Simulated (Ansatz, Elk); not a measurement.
# Bonding as seen by X-rays: Zn3Mo

Structure refinements treat a crystal as free atoms side by side. For a made-up structure of Zn3Mo (cell and positions from a r2SCAN relaxation) the runs below show what the calculated density changes in F(hkl).

Calculated with Elk 11.2.3 (patched build); DFT, PBE, all-electron APW+lo, Dirac cores, scalar-relativistic bands, static density, no spin.

This account leaves out most program logs.

The structure was built from a prototype and need not be the compound's stable phase.

## 1. Set-up

Symmetry: P6_3/mmc, No. 194, hexagonal system. Conventional cell: a = 5.368 Å, b = 5.368 Å, c = 4.534 Å, α = 90.00°, β = 90.00°, γ = 120.00°. Mo has 12 Zn at 2.68 to 2.74 Å nearest. Nearest to Zn lie 8 Zn at 2.67 to 2.75 Å and 4 Mo at 2.68 to 2.74 Å. Farther neighbours are not listed.

## 2. Ground state and structure factors

An all-electron density is needed, since X-rays see the cores too. Task 0 finds the density and task 195 Fourier-transforms it; tshift is off so that phases refer to the origin typed.

The input, elk.in:

```
tasks
  0
  195

xctype
  20

spinpol
  .false.

rgkmax
  7.0

gmaxvr
  14.0

lmaxo
  7

lmaxapw
  8

swidth
  0.002

tshift
  .false.

ramdisk
  .false.

hmaxvr
  5.5

maxscl
  120

epspot
  1e-06

sppath
  './'

avec
  10.14315001516 0.00000000000 -0.00000000000
  -5.07157500758 8.78422558752 -0.00000000000
  -0.00000000000 -0.00000000000 8.56806665718

atoms
  2
  'Mo.in'
  2
  0.6666666667 0.3333333333 0.2500000000   0.000000 0.000000 0.000000
  0.3333333333 0.6666666667 0.7500000000   0.000000 0.000000 0.000000
  'Zn.in'
  6
  0.3346152223 0.1673076112 0.7500000000   0.000000 0.000000 0.000000
  0.8326923888 0.1673076112 0.7500000000   0.000000 0.000000 0.000000
  0.8326923888 0.6653847777 0.7500000000   0.000000 0.000000 0.000000
  0.6653847777 0.8326923888 0.2500000000   0.000000 0.000000 0.000000
  0.1673076112 0.8326923888 0.2500000000   0.000000 0.000000 0.000000
  0.1673076112 0.3346152223 0.2500000000   0.000000 0.000000 0.000000

ngridk
  5 5 5
```

The run is started by

```
$ OMP_NUM_THREADS=4 elk
```

Wall time 52 s (4 threads of Arm Neoverse V1, shared host); peak memory 0.41 GiB.

SFACRHO.OUT:

```text

h k l indices transformed by vhmat matrix:
   1.000000000       0.000000000       0.000000000    
   0.000000000       1.000000000       0.000000000    
   0.000000000       0.000000000       1.000000000    

      h      k      l  multipl.   |H|            Re(F)            Im(F)           |F|

      0      0      0      1   0.0000000       264.00000      0.28151994E-16   264.00000    
      0      1      0      6  0.71528050      -11.456735      0.15891711E-13   11.456735    
      0      0      1      2  0.73332591      0.64438556E-13  0.52972371E-14  0.64655921E-13
      1     -1      1      6   1.0243989      -16.322408     -0.29134804E-13   16.322408    
      0      1     -1      6   1.0243989       16.322408     -0.10594474E-13   16.322408    
      1      1      0      6   1.2389022       17.916775      0.10635859E-13   17.916775    
      0     -2      0      6   1.4305610      -102.83110     -0.18540330E-13   102.83110    
      1      1     -1     12   1.4396685     -0.20609563E-13 -0.31783423E-13  0.37880603E-13
      0      0      2      2   1.4666518      -203.86725     -0.26266343E-15   203.86725    
     -2      0      1      6   1.6075670       170.55216     -0.92701649E-14   170.55216    
      2     -2     -1      6   1.6075670      -170.55216     -0.79458557E-14   170.55216    
     -1      1      2      6   1.6317763       8.9335336     -0.18540330E-13   8.9335336    
      0      1      2      6   1.6317763       8.9335336     -0.23837567E-13   8.9335336    
     -3      1      0     12   1.8924543      -6.7872340      0.90053031E-13   6.7872340    
      2     -1     -2     12   1.9198818      -15.776153     -0.43985571E-13   15.776153    
      3     -2      1     12   2.0295690      -14.172736     -0.71512701E-13   14.172736    
     -1     -2      1     12   2.0295690       14.172736      0.13243093E-13   14.172736    
      2     -2      2      6   2.0487978       88.861104      0.21188948E-13   88.861104
```

Elk indexes on the primitive cell of elk.in and gives |H| = 4π sin θ/λ in inverse bohr. Below, one row stands for each form hkl of the conventional cell (m members, Friedel mates merged), F is for one primitive cell and the density is static (no thermal factor). Free-atom factors are Waasmaier and Kirfel's, and R is Σm||F|−|F'||/Σm|F|.

| hkl | m | sin θ/λ (Å⁻¹) | abs F, DFT | neutral atoms | diff. |
| --- | --- | --- | --- | --- | --- |
| 100 | 6 | 0.108 | 11.457 | 11.367 | +0.090 |
| 001 | 2 | 0.110 | 0.000 | 0.000 | +0.000 |
| 101 | 12 | 0.154 | 16.322 | 16.361 | -0.039 |
| 110 | 6 | 0.186 | 17.917 | 18.249 | -0.333 |
| 200 | 6 | 0.215 | 102.831 | 103.598 | -0.767 |
| 111 | 12 | 0.216 | 0.000 | 0.000 | +0.000 |
| 002 | 2 | 0.221 | 203.867 | 205.488 | -1.621 |
| 201 | 12 | 0.242 | 170.552 | 172.207 | -1.655 |
| 102 | 12 | 0.245 | 8.934 | 8.894 | +0.040 |
| 210 | 12 | 0.285 | 6.787 | 6.641 | +0.147 |
| 112 | 12 | 0.289 | 15.776 | 15.578 | +0.198 |
| 211 | 24 | 0.305 | 14.173 | 13.899 | +0.274 |
| 202 | 12 | 0.308 | 88.861 | 89.408 | -0.547 |
| 300 | 6 | 0.323 | 15.448 | 15.011 | +0.437 |

## 3. The highest occupied states alone

An energy window below the Fermi level keeps the highest occupied states, to see at which angles they scatter; shallow core shells can lie inside it and anion s states outside. No new self-consistency is needed.

elk.in: that of step 2 with these lines changed.

```diff
@@ -1,3 +1,2 @@
 tasks
-  0
   195
@@ -40,2 +39,5 @@
 
+wsfac
+  -0.133970 0.607020
+
 sppath
```

The run is started by

```
$ OMP_NUM_THREADS=4 elk
```

Wall time 18 s (4 threads); peak memory 0.2 GiB; 22 s of CPU time.

States within 12 eV below the Fermi level hold 84.00 electrons; any levels below the window count with the cores. Their amplitudes can exceed the total, where window and core parts have opposite phase:

```
hkl  sin θ/λ (Å⁻¹)  abs F, window  abs F, all
100          0.108          6.042      11.457
001          0.110          0.000       0.000
101          0.154         11.323      16.322
110          0.186         12.906      17.917
200          0.215         22.406     102.831
111          0.216          0.000       0.000
002          0.221         43.852     203.867
201          0.242         34.870     170.552
102          0.245          5.560       8.934
210          0.285          5.556       6.787
```

## 4. Another functional

The difference from free atoms is small, so it is set against the change that LDA (Perdew-Wang) makes.

elk.in: that of step 3 with these lines changed.

```diff
@@ -1,2 +1,3 @@
 tasks
+  0
   195
@@ -4,3 +5,3 @@
 xctype
-  20
+  3
 
@@ -39,5 +40,2 @@
 
-wsfac
-  -0.133970 0.607020
-
 sppath
```

The run is started by

```
$ OMP_NUM_THREADS=4 elk
```

Wall time 31 s (4 threads); peak memory 0.2 GiB.

Against the first run R = 0.06 %; the largest change is -0.125 at 220.

## 5. Basis size

The basis and the expansions that go with it are enlarged, to see whether the differences are converged.

elk.in: that of step 4 with these lines changed.

```diff
@@ -5,3 +5,3 @@
 xctype
-  3
+  20
 
@@ -11,12 +11,12 @@
 rgkmax
-  7.0
+  8.5
 
 gmaxvr
-  14.0
+  18.0
 
 lmaxo
-  7
+  9
 
 lmaxapw
-  8
+  10
```

The run is started by

```
$ OMP_NUM_THREADS=4 elk
```

It took 2.1 min on 4 threads; peak memory 0.57 GiB.

Against the first run R = 0.01 %; the largest change is -0.024 at 222.

## 6. Settings against the effect

| run | R against the first run (%) | R against neutral atoms, low angle (%) | wall time |
| --- | --- | --- | --- |
| PBE, rgkmax 7 | 0.00 | 0.92 | 52 s |
| LDA (Perdew-Wang) | 0.06 | 0.95 | 31 s |
| rgkmax 8.5 with larger expansions | 0.01 | 0.92 | 2.1 min |

## 7. What came out

- R against neutral atoms, sin θ/λ < 0.3 Å⁻¹: 0.92 %
- R against neutral atoms, 0.3 to 0.83 Å⁻¹: 0.47 %

Independent neutral atoms miss the calculated amplitudes by R = 0.92 % below 0.3 Å⁻¹ and 0.47 % from there to 0.83 Å⁻¹; by shells, 0.79 % below 0.15 Å⁻¹ (1 form), 0.93 % 0.15 to 0.3 (8 forms), 0.52 % 0.3 to 0.45 (17 forms), 0.46 % above 0.45 (99 forms). Bonding, aspherical density and the tables' own atoms all enter these figures, and the runs don't part them. The largest change of an amplitude is -1.66 electrons, at 201. The window's part falls from 84.0 electrons at the origin to at most 10.86 between 0.45 and 0.83 Å⁻¹, where compact states inside the window still scatter. Below 0.3 Å⁻¹ the changes that finished (LDA (Perdew-Wang) and rgkmax 8.5 with larger expansions) move F by R = 0.03 % at most, against the 0.92 % that separates it from free atoms. The k-mesh has no finished test. These runs have no spin, though d or f shells may be open. Part of the difference isn't bonding: the tables are fits to free atoms and ions calculated by other methods than this functional. Thermal motion, anomalous dispersion and extinction are left out.

[Logs are printed without paths, hosts, clocks, repeated set-up lines and the standing remarks that a program may print on its own settings, such as how far it seeks lower states.]

[Hosts, paths, dates, database ids (printed as entryN), source tags and the programs' standing remarks are cut or masked in the printed files.]
